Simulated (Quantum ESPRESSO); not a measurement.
LuC2 (I4/mmm), C K edge of atom 2, with 1 C at 1.31 Å, 1 Lu at 2.38 Å and 4 Lu at 2.60 Å (6-fold, site symmetry 4mm). Method: Quantum ESPRESSO XSpectra, LDA, excited-electron core hole (neutral cell), 15-atom cell with 6.1 Å between holes, 6×6×6 k points, dipole transitions, Lorentzian half width 0.3 eV up to 4 eV, rising linearly to 2.5 eV at 25 eV, without spin-orbit coupling.

```
Lu C
1.0
    -1.78296    1.78296    3.02895
     1.78296   -1.78296    3.02895
     1.78296    1.78296   -3.02895
Lu C
1 2
Cartesian
  0.0000 0.0000 0.0000
  0.0000 0.0000 2.3751
  0.0000 0.0000 3.6828
```

Energy from the energy zero of the input (xe0, at the border of filled and empty states); a common scale on which the isotropic spectrum has a mean of 1 over the first 20 eV.

| E (eV) | curve 1 | curve 2 |
| --- | --- | --- |
| -2.0 | 0.09 | 0.02 |
| -1.0 | 0.19 | 0.03 |
| 0.0 | 1.13 | 0.10 |
| 1.0 | 2.23 | 0.19 |
| 2.0 | 2.57 | 0.22 |
| 3.0 | 1.44 | 0.14 |
| 4.0 | 1.02 | 0.26 |
| 5.0 | 1.56 | 0.47 |
| 6.0 | 1.64 | 0.47 |
| 7.0 | 1.40 | 0.75 |
| 8.0 | 1.18 | 0.98 |
| 9.0 | 0.89 | 0.76 |
| 10.0 | 0.69 | 0.58 |
| 11.0 | 0.66 | 0.68 |
| 12.0 | 0.69 | 1.10 |
| 13.0 | 0.73 | 1.49 |
| 14.0 | 0.71 | 1.57 |
| 15.0 | 0.59 | 1.56 |
| 16.0 | 0.51 | 1.60 |
| 17.0 | 0.51 | 1.56 |
| 18.0 | 0.56 | 1.34 |
| 19.0 | 0.63 | 1.11 |
| 20.0 | 0.67 | 0.97 |
| 21.0 | 0.69 | 0.85 |
| 22.0 | 0.68 | 0.75 |
| 23.0 | 0.64 | 0.69 |
| 24.0 | 0.59 | 0.65 |
| 25.0 | 0.55 | 0.66 |
| 26.0 | 0.52 | 0.69 |
| 27.0 | 0.51 | 0.75 |
| 28.0 | 0.52 | 0.80 |
| 29.0 | 0.54 | 0.81 |
| 30.0 | 0.54 | 0.76 |
| 31.0 | 0.54 | 0.67 |
| 32.0 | 0.53 | 0.57 |

The curves are for the electric vector along different Cartesian axes of the cell as given, averaged over the symmetry-equivalent atoms. Which is which?

Curve 1: along x (⊥ c) (the other in-plane axis gives the same curve within 3 %), main maxima 2.0 eV (2.57), 5.8 eV (1.66) and 13.4 eV (0.74). Curve 2: along z (c), main maxima 1.9 eV (0.22), 7.8 eV (1.01) and 16.3 eV (1.60). A K edge sees empty p states on the absorber. Each direction probes the empty orbitals that point along it. Lanthanide 4f electrons are frozen in the core. The holes are only 6.1 Å apart, so the shape is probably not converged with cell size; no larger cell was run here.

[Banner, clock and machine lines of the logs are left out without a mark of their own.]

[Logs are printed without paths, hosts, clocks, repeated set-up lines and the standing remarks that a program may print on its own settings, such as how far it seeks lower states.]

[Hosts, paths, dates, database ids (printed as entryN), source tags and the programs' standing remarks are cut or masked in the printed files.]

[Lists of maxima count a maximum above −3 eV only where it reaches 4 % of the highest in the window and stands out from its surroundings by 2 % of it (1.5 % where it reaches 55 %); shoulders and weaker maxima are passed over, and of the rest the first, up to two pre-edge ones and the few strongest are named.]
